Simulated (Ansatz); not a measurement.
# Ir (Fm-3m, 1 atom in the cell): converging a phonon calculation, part 2 of 3

How do the frequencies of Ir (Fm-3m, 1 atom in the cell) move with q mesh, k mesh and cutoff?

Ansatz 0.2.0; DFT PBE, scalar-relativistic, plane waves, PAW.

So far, highest frequency on the path or at a solved wavevector (cm⁻¹): step 3 (the dispersion) 193; step 4 (q mesh 2×2×2) 193. The relaxed cell has a = 3.870 Å (conventional setting).

The database entry behind the starting cell differs from later determinations by our own check (0.1 to 0.3 % short, probably kX units), so it need not match the best structure at ambient conditions.

## (8) Another k mesh, k-mesh 6×6×6, q mesh 2×2×2

The k mesh is changed to 6×6×6 on a small fixed q mesh, to find the coarsest that serves.

input.yaml reads:

```yaml
crystal:
  lattice:
    - [0.0, 1.9349742179, 1.9349742179]
    - [1.9349742179, 0.0, 1.9349742179]
    - [1.9349742179, 1.9349742179, 0.0]
  atoms:
    - { symbol: Ir, position: [0.0, 0.0, 0.0] }
kpoints:
  mp_grid: { grid: [6, 6, 6] }
hamiltonian:
  xc: pbe
scf:
  occupations: { method: methfessel_paxton, width: 0.2 }
output:
  eigenvalues: true
phonons:
  method: dfpt
  qmesh: [2, 2, 2]
  temperatures: { t_max: 1000, t_step: 50 }
  qpath:
    path:
      - [[0.0, 0.0, 0.0], [0.5, 0.0, 0.5], [0.625, 0.25, 0.625]]
      - [[0.375, 0.375, 0.75], [0.0, 0.0, 0.0], [0.5, 0.5, 0.5], [0.5, 0.25, 0.75], [0.5, 0.0, 0.5]]
    npoints: 10
```

Started as:

```console
ansatz run input.yaml --threads 4 --pin off --max-ram 7168MiB --backend cpu --events-out ev --progress --plain --runs-dir out
```

Numbers of over 12 decimals in the logs are rounded to 6 here.

The log of the run:

```text
[...]
Crystal: 1 atoms, lattice volume = 14.490 Å³
Basis set: ecut = 420 eV, 283 PW (Γ), exchange–correlation on 40×40×40 points (8 copies of the dense FFT grid, shifted against one another)
Bands: 13, of which v1, the nominal top of the filled ones, is band 9 counted from 1 (8 counted from 0)
Symmetry: 48 space group operations
k-points: 16 of 216
[...]
SCF iter   1: F=—  HF=-11935.244326 eV  |F-HF|=—  |Δ(HF+E_count)|=         —  Δρ=7.03e-3  dr2=1.89e-3  ethr=1.77e-3  ⟨swp⟩=5.0  Hψ=1015  notcnv=0
[...]
SCF iter   8: F=-11935.244946 eV  HF=-11935.244946 eV  |F-HF|=3.64e-12  |Δ(HF+E_count)|=  3.64e-12  S|Δr|=    0.00e0  Δρ=1.90e-8  dr2=1.22e-14  ethr=1.00e-12  ⟨swp⟩=6.0  Hψ=836  notcnv=0
SCF 1 converged in 8 iterations: F = -11935.244946 eV  dr2 = 1.22e-14
[...]
SCF converged after 8 iterations
[...]
Free energy (F): -11935.244946 eV
[...]
Internal energy: -11935.247100 eV  (E = F + TS)
E sigma→0 (E₀):  -11935.245485 eV
Entropy (-TS):   0.002154 eV (2.154 meV/atom)
Fermi energy:    24.634719 eV
Step filling:    the computed levels leave a gap of 0.0000 eV = 0.0 smearing widths at the electron count; against every level under it full and every level over it empty, smearing changes F+E_penalty+E_count by -0.871 meV and its σ→0 estimate by -1.409 meV
[...]
--- Band table (eV; the first three rows and the last of 16) ---
  k-point 0: bands = [... 5 lower, 21.2910, 21.2910, 21.2910, 23.8742, 23.8742, 38.7390, 44.1046, 44.1046]
  k-point 1: bands = [... 5 lower, 20.8274, 21.6699, 21.6699, 23.7241, 23.7241, 40.3194, 40.8332, 45.9961]
  k-point 2: bands = [... 5 lower, 21.4996, 21.4996, 21.6530, 24.8138, 24.8138, 36.0377, 39.9852, 46.7922]
  k-point 15: bands = [... 5 lower, 19.0313, 22.0745, 24.0720, 26.4643, 31.6975, 33.2482, 35.4667, 37.9564]
[...]
ASR residual: 4.782e-7 → 0.000e0 eV/Å²; symmetrization residual: 1.364e-12 eV/Å²
  ASR residual per site (eV/Å²): 4.78e-7
  Γ frequencies (cm⁻¹): 0.00 0.00 0.00
--- Phonons (arbitrary-q DFPT): 3 irreducible q on the 2×2×2 mesh ---
[...]
interpolated dispersion: 62 rows × 3 modes
[...]
```

Run time: 1.4 s. Hardware: 4 threads of Arm Neoverse V2, shared host; peak memory 0.32 GiB.

The run finished; it serves as a test, and its numbers are not taken as the result.

## (9) Another k mesh, k-mesh 10×10×10, q mesh 2×2×2

The k mesh is changed to 10×10×10 on a small fixed q mesh, to find the coarsest that serves.

Edit input.yaml of step 8 so:

```diff
@@ -8,3 +8,3 @@
 kpoints:
-  mp_grid: { grid: [6, 6, 6] }
+  mp_grid: { grid: [10, 10, 10] }
 hamiltonian:
```

The log of the run:

```text
[...]
Crystal: 1 atoms, lattice volume = 14.490 Å³
Basis set: ecut = 420 eV, 283 PW (Γ), exchange–correlation on 40×40×40 points (8 copies of the dense FFT grid, shifted against one another)
Bands: 13, of which v1, the nominal top of the filled ones, is band 9 counted from 1 (8 counted from 0)
Symmetry: 48 space group operations
k-points: 47 of 1000
[...]
SCF iter   1: F=—  HF=-11935.313201 eV  |F-HF|=—  |Δ(HF+E_count)|=         —  Δρ=5.45e-3  dr2=5.97e-4  ethr=1.77e-3  ⟨swp⟩=5.0  Hψ=2915  notcnv=0
[...]
SCF iter   7: F=-11935.314216 eV  HF=-11935.314216 eV  |F-HF|=1.82e-12  |Δ(HF+E_count)|=  4.18e-11  S|Δr|=    0.00e0  Δρ=2.05e-7  dr2=3.97e-12  ethr=1.00e-12  ⟨swp⟩=5.4  Hψ=2329  notcnv=0
SCF 1 converged in 7 iterations: F = -11935.314216 eV  dr2 = 3.97e-12
[...]
SCF converged after 7 iterations
[...]
Free energy (F): -11935.314216 eV
[...]
Internal energy: -11935.313414 eV  (E = F + TS)
E sigma→0 (E₀):  -11935.314015 eV
Entropy (-TS):   -0.000802 eV (-0.802 meV/atom)
Fermi energy:    25.136867 eV
[...]
--- Band table (eV; the first three rows and the last of 47) ---
  k-point 0: bands = [... 5 lower, 21.3085, 21.3085, 21.3085, 23.9068, 23.9068, 38.7255, 44.1139, 44.1139]
  k-point 1: bands = [... 5 lower, 21.0946, 21.4829, 21.4829, 23.8032, 23.8032, 39.4419, 42.4259, 44.8232]
  k-point 2: bands = [... 5 lower, 20.7610, 21.7497, 21.7497, 23.8191, 23.8191, 39.7336, 41.0134, 46.7637]
  k-point 46: bands = [... 5 lower, 19.5054, 21.3398, 23.6394, 26.4901, 32.6510, 33.0903, 34.9493, 38.0588]
[...]
ASR residual: 1.239e-4 → 0.000e0 eV/Å²; symmetrization residual: 1.288e-12 eV/Å²
  ASR residual per site (eV/Å²): 1.24e-4
  Γ frequencies (cm⁻¹): 0.00 0.00 0.00
--- Phonons (arbitrary-q DFPT): 3 irreducible q on the 2×2×2 mesh ---
[...]
interpolated dispersion: 62 rows × 3 modes
[...]
```

Run time: 3.4 s. Hardware: 4 threads; peak memory 0.4 GiB; 12 s of CPU time.

The run finished; it serves as a test, and its numbers are not taken as the result.

## (10) Another k mesh, k-mesh 16×16×16, q mesh 2×2×2

The k mesh is changed to 16×16×16 on a small fixed q mesh, to find the coarsest that serves.

Edit input.yaml of step 9 so:

```diff
@@ -8,3 +8,3 @@
 kpoints:
-  mp_grid: { grid: [10, 10, 10] }
+  mp_grid: { grid: [16, 16, 16] }
 hamiltonian:
```

The log of the run:

```text
[...]
Crystal: 1 atoms, lattice volume = 14.490 Å³
Basis set: ecut = 420 eV, 283 PW (Γ), exchange–correlation on 40×40×40 points (8 copies of the dense FFT grid, shifted against one another)
Bands: 13, of which v1, the nominal top of the filled ones, is band 9 counted from 1 (8 counted from 0)
Symmetry: 48 space group operations
k-points: 145 of 4096
[...]
k-point 144: bands = [... 5 lower, 20.3483, 20.3483, 23.3253, 26.4991, 33.0017, 33.9248, 33.9248, 38.0939]
[...]
ASR residual: 1.424e-4 → 0.000e0 eV/Å²; symmetrization residual: 4.472e-12 eV/Å²
  ASR residual per site (eV/Å²): 1.42e-4
  Γ frequencies (cm⁻¹): 0.00 0.00 0.00
--- Phonons (arbitrary-q DFPT): 3 irreducible q on the 2×2×2 mesh ---
[...]
interpolated dispersion: 62 rows × 3 modes
[...]
[key lines of the parts left out:]
SCF converged after 7 iterations
Free energy (F): -11935.300876 eV
Fermi energy:    25.061920 eV
```

Run time: 11 s. Hardware: 4 threads; peak memory 0.75 GiB; 40 s of CPU time.

Against step 4 (now k-mesh 16×16×16), the lowest mode on the q mesh (acoustic modes at Γ apart) goes from 112 cm⁻¹ to 107 cm⁻¹ and the mean frequency goes from 136 cm⁻¹ to 133 cm⁻¹.

## (11) Another k mesh, q mesh 2×2×2

The k mesh is changed to 20×20×20 on a small fixed q mesh, to find the coarsest that serves.

Edit input.yaml of step 10 so:

```diff
@@ -8,3 +8,3 @@
 kpoints:
-  mp_grid: { grid: [16, 16, 16] }
+  mp_grid: { grid: [20, 20, 20] }
 hamiltonian:
```

The log of the run:

```text
[...]
Crystal: 1 atoms, lattice volume = 14.490 Å³
Basis set: ecut = 420 eV, 283 PW (Γ), exchange–correlation on 40×40×40 points (8 copies of the dense FFT grid, shifted against one another)
Bands: 13, of which v1, the nominal top of the filled ones, is band 9 counted from 1 (8 counted from 0)
Symmetry: 48 space group operations
k-points: 256 of 8000
[...]
k-point 255: bands = [... 5 lower, 20.3427, 20.3427, 23.3164, 26.4884, 32.9968, 33.9208, 33.9208, 38.0869]
[...]
ASR residual: 6.945e-5 → 0.000e0 eV/Å²; symmetrization residual: 6.063e-13 eV/Å²
  ASR residual per site (eV/Å²): 6.95e-5
  Γ frequencies (cm⁻¹): 0.00 0.00 0.00
--- Phonons (arbitrary-q DFPT): 3 irreducible q on the 2×2×2 mesh ---
[...]
interpolated dispersion: 62 rows × 3 modes
[...]
[key lines of the parts left out:]
SCF converged after 8 iterations
Free energy (F): -11935.312884 eV
Fermi energy:    25.006711 eV
```

The job ended after 19 s (4 threads; peak memory 1.2 GiB).

Against step 10 (now k-mesh 20×20×20), the lowest mode on the q mesh (acoustic modes at Γ apart) goes from 107 cm⁻¹ to 112 cm⁻¹ and the mean frequency goes from 133 cm⁻¹ to 136 cm⁻¹.

## (12) Another k mesh, k-mesh 30×30×30, q mesh 2×2×2

The k mesh is changed to 30×30×30 on a small fixed q mesh, to find the coarsest that serves.

Edit input.yaml of step 11 so:

```diff
@@ -8,3 +8,3 @@
 kpoints:
-  mp_grid: { grid: [20, 20, 20] }
+  mp_grid: { grid: [30, 30, 30] }
 hamiltonian:
```

The log of the run:

```text
[...]
Crystal: 1 atoms, lattice volume = 14.490 Å³
Basis set: ecut = 420 eV, 283 PW (Γ), exchange–correlation on 40×40×40 points (8 copies of the dense FFT grid, shifted against one another)
Bands: 13, of which v1, the nominal top of the filled ones, is band 9 counted from 1 (8 counted from 0)
Symmetry: 48 space group operations
k-points: 752 of 27000
[...]
k-point 751: bands = [... 5 lower, 20.0473, 20.6600, 23.3574, 26.4923, 33.0085, 33.5223, 34.2951, 38.0858]
[...]
ASR residual: 1.297e-4 → 0.000e0 eV/Å²; symmetrization residual: 2.220e-13 eV/Å²
  ASR residual per site (eV/Å²): 1.30e-4
  Γ frequencies (cm⁻¹): 0.00 0.00 0.00
--- Phonons (arbitrary-q DFPT): 3 irreducible q on the 2×2×2 mesh ---
[...]
interpolated dispersion: 62 rows × 3 modes
[...]
[key lines of the parts left out:]
SCF converged after 8 iterations
Free energy (F): -11935.308783 eV
Fermi energy:    25.050527 eV
```

Wall time 62 s (4 threads); peak memory 3.2 GiB; 3.8 min of CPU time.

Frequencies (cm⁻¹) solved at each irreducible wavevector; negative means imaginary. Frequencies by wavevector, by row:

```tsv
q in reciprocal lattice units	star	mode 1	mode 2	mode 3
0 0 0	1	0	0	0
0 0 -0.5	4	110.2	110.2	191
0 -0.5 -0.5	3	140.6	140.6	181.7
```

Against step 4 (now k-mesh 30×30×30), the highest frequency on the path or at a solved wavevector goes from 193 to 191 cm⁻¹, the lowest mode on the q mesh (acoustic modes at Γ apart) goes from 112 cm⁻¹ to 110 cm⁻¹ and the mean frequency goes from 136 cm⁻¹ to 135 cm⁻¹. The highest frequency on the path or at a solved wavevector moves by under 1 % between these two settings.

## (13) The series together

Times are for 4 threads of Arm Neoverse V2, shared host. The series side by side:

```tsv
no.	k-mesh	lowest mode on the q mesh (acoustic modes at Γ apart) (cm⁻¹)	highest frequency on the path or at a solved wavevector (cm⁻¹)	time	memory (GiB)
1	16×16×16	106.5	188.6	11 s	0.75
2	20×20×20	112.2	192.8	19 s	1.2
3	30×30×30	110.2	191	62 s	3.2
```

The phonon density of states has structure finer than the step of the table below, so its rows give means over 10 cm⁻¹, whole bins alone (the curve runs from 1 to 189 cm⁻¹). Peaks (cm⁻¹: height): 16×16×16 141.0: 0.0393, 169.0: 0.0730; 20×20×20 139.0: 0.0430, 179.0: 0.0513; 30×30×30 139.0: 0.0417, 175.0: 0.0573.

The runs together. Table of phonon density of states by wavenumber; means over each step; values in 1/cm⁻¹/cell:

```tsv
wavenumber (cm⁻¹)	16×16×16	20×20×20	30×30×30
10	6.7e-5	5.8e-5	6.1e-5
20	3.4e-4	2.9e-4	3.1e-4
30	7.9e-4	6.9e-4	7.2e-4
40	0.00148	0.00128	0.00135
50	0.00242	0.00211	0.00221
60	0.00374	0.00325	0.00342
70	0.00553	0.00480	0.00506
80	0.00805	0.00697	0.00735
90	0.0118	0.0101	0.0107
100	0.0183	0.0152	0.0163
110	0.0301	0.0267	0.0288
120	0.0335	0.0365	0.0357
130	0.0362	0.0399	0.0388
140	0.0375	0.0345	0.0353
150	0.0261	0.0228	0.0238
160	0.0209	0.0207	0.0201
170	0.0451	0.0263	0.0376
180	0.0159	0.0398	0.0281
```

The runs together, line C_V. C_V against temperature; values in J/mol-atom/K:

```tsv
temperature (K)	16×16×16	20×20×20	30×30×30
0	0	0	0
50	8.86	8.47	8.64
100	18.4	18.2	18.3
150	21.7	21.6	21.6
200	23.0	22.9	23.0
250	23.7	23.6	23.7
300	24.1	24.0	24.0
350	24.3	24.3	24.3
400	24.4	24.4	24.4
450	24.6	24.5	24.5
500	24.6	24.6	24.6
550	24.7	24.7	24.7
600	24.7	24.7	24.7
650	24.8	24.7	24.7
700	24.8	24.8	24.8
750	24.8	24.8	24.8
800	24.8	24.8	24.8
850	24.8	24.8	24.8
900	24.8	24.8	24.8
950	24.9	24.8	24.9
1000	24.9	24.9	24.9
```

## (14) Another cutoff, cutoff 170 eV, q mesh 2×2×2

The cutoff is set to 170 eV on a small fixed q mesh.

Edit input.yaml of step 12 so:

```diff
@@ -8,3 +8,3 @@
 kpoints:
-  mp_grid: { grid: [30, 30, 30] }
+  mp_grid: { grid: [20, 20, 20] }
 hamiltonian:
@@ -24 +24,3 @@
     npoints: 10
+basis:
+  ecutwfc: 170
```

The log of the run:

```text
Warning: basis.ecutwfc = 170 eV is below the records' recommended 420 eV, and the density's cutoff is lower with it unless basis.ecutrho_ratio is high enough to keep the records' density cutoff: compare with a run at a higher cutoff
[...]
Crystal: 1 atoms, lattice volume = 14.490 Å³
Basis set: ecut = 170 eV, 65 PW (Γ), exchange–correlation on 24×24×24 points (8 copies of the dense FFT grid, shifted against one another)
Bands: 13, of which v1, the nominal top of the filled ones, is band 9 counted from 1 (8 counted from 0)
Symmetry: 48 space group operations
k-points: 256 of 8000
[...]
SCF iter   1: F=—  HF=-11913.584563 eV  |F-HF|=—  |Δ(HF+E_count)|=         —  Δρ=2.77e-1  dr2=6.73e0  ethr=1.77e-3  ⟨swp⟩=4.9  Hψ=16918  notcnv=0
[...]
SCF iter   8: F=-11910.167760 eV  HF=-11910.167760 eV  |F-HF|=5.46e-12  |Δ(HF+E_count)|=  5.46e-12  S|Δr|=    0.00e0  Δρ=1.13e-8  dr2=6.41e-15  ethr=1.00e-12  ⟨swp⟩=3.0  Hψ=11020  notcnv=0
SCF 1 converged in 8 iterations: F = -11910.167760 eV  dr2 = 6.41e-15
[...]
SCF converged after 8 iterations
[...]
Free energy (F): -11910.167760 eV
[...]
Internal energy: -11910.167943 eV  (E = F + TS)
E sigma→0 (E₀):  -11910.167806 eV
Entropy (-TS):   0.000183 eV (0.183 meV/atom)
Fermi energy:    24.936375 eV
[...]
--- Band table (eV; the first three rows and the last of 256) ---
  k-point 0: bands = [... 5 lower, 22.2420, 22.2420, 22.2420, 24.1163, 24.1163, 39.4683, 44.9130, 44.9130]
  k-point 1: bands = [... 5 lower, 22.1749, 22.2948, 22.2948, 24.0980, 24.0980, 39.6657, 44.3832, 45.0948]
  k-point 2: bands = [... 5 lower, 21.9922, 22.4322, 22.4322, 24.0702, 24.0702, 40.2222, 43.2796, 45.6307]
  k-point 255: bands = [... 5 lower, 21.0115, 21.0115, 24.1692, 26.5545, 33.0750, 36.0296, 36.0296, 41.2530]
[...]
ASR residual: 2.145e-5 → 0.000e0 eV/Å²; symmetrization residual: 1.184e-13 eV/Å²
  ASR residual per site (eV/Å²): 2.14e-5
  Γ frequencies (cm⁻¹): 0.00 0.00 0.00
--- Phonons (arbitrary-q DFPT): 3 irreducible q on the 2×2×2 mesh ---
[...]
interpolated dispersion: 62 rows × 3 modes
[...]
zero-point energy: -0.000000 eV/cell   skipped modes (ω ≤ 0): 1872, of them read as no rigid motion or as one in doubt: 1869 (3.000e0 modes/cell left out, lowest -211.07 cm⁻¹)   left out of the sums: 1.00e0 of the cell's modes: C_V's classical limit lies that fraction below 3 k_B per atom; for a crystal, a wire or a layer, F and S can be off by more, and a phonons.interpolated_qmesh denser along its periods is the remedy for the sampling
```

Wall time 11 s (4 threads); peak memory 0.9 GiB; 36 s of CPU time.

The run finished; it serves as a test, and its numbers are not taken as the result.

## (15) Another cutoff, cutoff 230 eV, q mesh 2×2×2

The cutoff is set to 230 eV on a small fixed q mesh.

Edit input.yaml of step 14 so:

```diff
@@ -25,2 +25,2 @@
 basis:
-  ecutwfc: 170
+  ecutwfc: 230
```

The log of the run:

```text
[...]
Crystal: 1 atoms, lattice volume = 14.490 Å³
Basis set: ecut = 230 eV, 113 PW (Γ), exchange–correlation on 30×30×30 points (8 copies of the dense FFT grid, shifted against one another)
Bands: 13, of which v1, the nominal top of the filled ones, is band 9 counted from 1 (8 counted from 0)
Symmetry: 48 space group operations
k-points: 256 of 8000
[...]
SCF iter   1: F=—  HF=-11931.906091 eV  |F-HF|=—  |Δ(HF+E_count)|=         —  Δρ=7.34e-2  dr2=3.49e-1  ethr=1.77e-3  ⟨swp⟩=5.0  Hψ=16558  notcnv=0
[...]
SCF iter   7: F=-11931.754444 eV  HF=-11931.754444 eV  |F-HF|=0.00e0  |Δ(HF+E_count)|=  4.00e-11  S|Δr|=    0.00e0  Δρ=4.57e-8  dr2=1.94e-13  ethr=1.00e-12  ⟨swp⟩=5.5  Hψ=12502  notcnv=0
SCF 1 converged in 7 iterations: F = -11931.754444 eV  dr2 = 1.94e-13
[...]
SCF converged after 7 iterations
[...]
Free energy (F): -11931.754444 eV
[...]
Internal energy: -11931.756362 eV  (E = F + TS)
E sigma→0 (E₀):  -11931.754923 eV
Entropy (-TS):   0.001918 eV (1.918 meV/atom)
Fermi energy:    25.100336 eV
[...]
--- Band table (eV; the first three rows and the last of 256) ---
  k-point 0: bands = [... 5 lower, 21.3951, 21.3951, 21.3951, 23.9269, 23.9269, 38.8712, 44.2970, 44.2970]
  k-point 1: bands = [... 5 lower, 21.3402, 21.4429, 21.4429, 23.9003, 23.9003, 39.0578, 43.7535, 44.4756]
  k-point 2: bands = [... 5 lower, 21.0701, 21.5692, 21.5692, 23.8013, 23.8013, 39.5814, 42.5778, 44.9963]
  k-point 255: bands = [... 5 lower, 20.5227, 20.5227, 23.3320, 26.6027, 32.9700, 34.1357, 34.1357, 38.2403]
[...]
ASR residual: 4.385e-5 → 0.000e0 eV/Å²; symmetrization residual: 2.959e-13 eV/Å²
  ASR residual per site (eV/Å²): 4.39e-5
  Γ frequencies (cm⁻¹): 0.00 0.00 0.00
--- Phonons (arbitrary-q DFPT): 3 irreducible q on the 2×2×2 mesh ---
[...]
interpolated dispersion: 62 rows × 3 modes
[...]
```

Elapsed: 11 s, on 4 threads; peak memory 0.89 GiB; 40 s of CPU time.

The run finished; it serves as a test, and its numbers are not taken as the result.

(Part 2 of 3 ends here.)

[Logs are printed without paths, hosts, clocks, repeated set-up lines and the standing remarks that a program may print on its own settings, such as how far it seeks lower states.]

[Hosts, paths, dates, database ids (printed as entryN), source tags and the programs' standing remarks are cut or masked in the printed files.]
